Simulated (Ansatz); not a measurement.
# Static equation of state of H16C6Br2N2O (Pca2_1) (108 atoms)

The cell holds 108 atoms: 64 H, 24 C, 8 Br, 8 N and 4 O. Cell: a = 12.431 Å, b = 8.294 Å, c = 9.949 Å, α = 90.0°, β = 90.0°, γ = 90.0°. It derives from H16C6Br2N2O (Pca2_1), repeated 1×1×1. The starting structure: H16C6Br2N2O, space group Pca2_1, structure from the Crystallography Open Database, 1 x 1 x 1 conventional cells; every coordinate displaced by a Gaussian of 0.02 Å; bonds to H set to neutron lengths (C-H 1.089, N-H 1.015, O-H 0.983, B-H 1.19 Å) where the listed ones are shorter.

Calculated with Ansatz 0.2.0: Kohn-Sham DFT, PBE+D4, PAW (set soft_2), plane waves; cutoff 420 eV, Γ point, fermi-dirac smearing of 0.05 eV. Cell and atoms were relaxed first, to V0 = 9.4969 Å³ an atom at a residual P0 = 0.019 GPa. The cell was then scaled evenly, and the atoms were relaxed at each volume.

```
volume (Å³/atom)  pressure (GPa)
          8.5472           2.009
          8.9270               ?
          9.2120          0.4846
          9.7818         -0.3625
          10.067         -0.6402
```

**Question.** Fit the third-order Birch–Murnaghan equation to the rows given and interpolate to the withheld row.

Worked fit:

Take the Eulerian strain f = ½[(V0/V)^(2/3) − 1] and the normalised pressure F = (P − P0) / [3f(1 + 2f)^(5/2)]. The third-order Birch–Murnaghan equation is then the line F = B0 + (3/2)B0(B′ − 4) f, so u = f and v = F.

| u = f | v = F (GPa) |
| --- | --- |
| 0.0363830 | 15.3022 |
| 0.0102569 | 14.3942 |
| -0.00975643 | 13.6769 |
| -0.0190508 | 12.7035 |

With n = 4: mean u = 0.00445817, mean v = 14.0192, Σ(u − ū)² = 0.0018076, Σ(u − ū)(v − v̄) = 0.078931. Slope b = 0.078931 / 0.0018076 = 43.667; intercept a = v̄ − b ū = 13.825.

So B0 = a = 13.8 GPa and B′ = 4 + 2b/(3a) = 6.11. At the withheld volume f = 0.02106, F = a + b f = 14.74 GPa, and P = P0 + 3f(1 + 2f)^(5/2) F.

Prediction at 8.9270: 1.051 GPa. The run gave 1.056 GPa, so the fit is low by 0.0044 GPa (0.41 % of the value).

Among the rows given, the largest miss of the fit is at 10.067, by 0.015 GPa (0.57 % of the range of the table).

Limits: Static cells at zero temperature; the cell shape is held. The program notes that the SCF threshold of these relaxations is loose for the stress. Only the Γ point is sampled, in a cell whose shortest periodic width is 8 Å.

[Logs are printed without paths, hosts, clocks, repeated set-up lines and the standing remarks that a program may print on its own settings, such as how far it seeks lower states.]

[Hosts, paths, dates, database ids (printed as entryN), source tags and the programs' standing remarks are cut or masked in the printed files.]
